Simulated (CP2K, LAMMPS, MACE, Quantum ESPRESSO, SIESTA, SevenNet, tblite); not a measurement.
# Pressure against volume in amorphous Ge (61 atoms), CP2K double zeta, PBE

Density of this cell: 4.57 g/cm³. The cell holds 61 atoms: 61 Ge. Cell: a = 11.722 Å, b = 11.722 Å, c = 11.722 Å, α = 90.0°, β = 90.0°, γ = 90.0°. 61 atoms (61 Ge) placed at random at 4.57 g/cm³, melted at 3500 K for 10 ps at fixed volume with the Tersoff potential (Tersoff, Phys. Rev. B 39, 5566 (1989)). Quenched from 3500 K to 100 K at 5 K/ps and fixed volume, held 5 ps, then minimised at fixed cell. Then the atoms were relaxed with SevenNet 0 in the fixed cell.

Calculated with CP2K 2026.2: PBE; DZVP-MOLOPT-SR, GTH-PBE potentials, 350 Ry; k-points Γ. The unchanged cell has V0 = 26.402 Å³ an atom and P0 = -0.961 GPa. It is scaled evenly, and SevenNet 0 relaxes the atoms at each volume before the single point.

```
volume (Å³/atom)  pressure (GPa)
          24.818               ?
          25.610         -0.1676
          27.194          -1.935
          27.986          -2.617
```

**Question.** Fit a second-order expansion in ln V to the rows given and extrapolate to the withheld row.

Worked fit:

To second order in u = ln(V/V0), P = P0 − B u + ½ B B′ u², with B the bulk modulus at V0 and B′ its pressure derivative. So v = (P − P0)/u is a line in u, with intercept −B and slope ½ B B′.

```
         u   v (GPa)
-0.0304592  -26.0480
 0.0295588  -32.9648
 0.0582689  -28.4217
```

With n = 3: mean u = 0.0191228, mean v = -29.1448, Σ(u − ū)² = 0.0040997, Σ(u − ū)(v − v̄) = -0.16511. Slope b = -0.16511 / 0.0040997 = -40.273; intercept a = v̄ − b ū = -28.375.

So B = 28.4 GPa and B′ = 2b/B = -2.8. At the withheld volume u = -0.06188, v = a + b u = -25.88 GPa, and P = P0 + u v.

Prediction at 24.818: 0.6405 GPa. The run gave 1.035 GPa, so the fit is low by 0.39 GPa (38 % of the value).

B′ = -2.8 rests on three points, and the miss at the fourth puts it in doubt. Among the rows given, the largest miss of the fit is at 27.986, by 0.13 GPa (3.7 % of the range of the table).

Limits: Static cells at zero temperature, with the cell shape held. The atoms follow SevenNet 0, not this level's own minimum.

[Logs are printed without paths, hosts, clocks, repeated set-up lines and the standing remarks that a program may print on its own settings, such as how far it seeks lower states.]

[Hosts, paths, dates, database ids (printed as entryN), source tags and the programs' standing remarks are cut or masked in the printed files.]
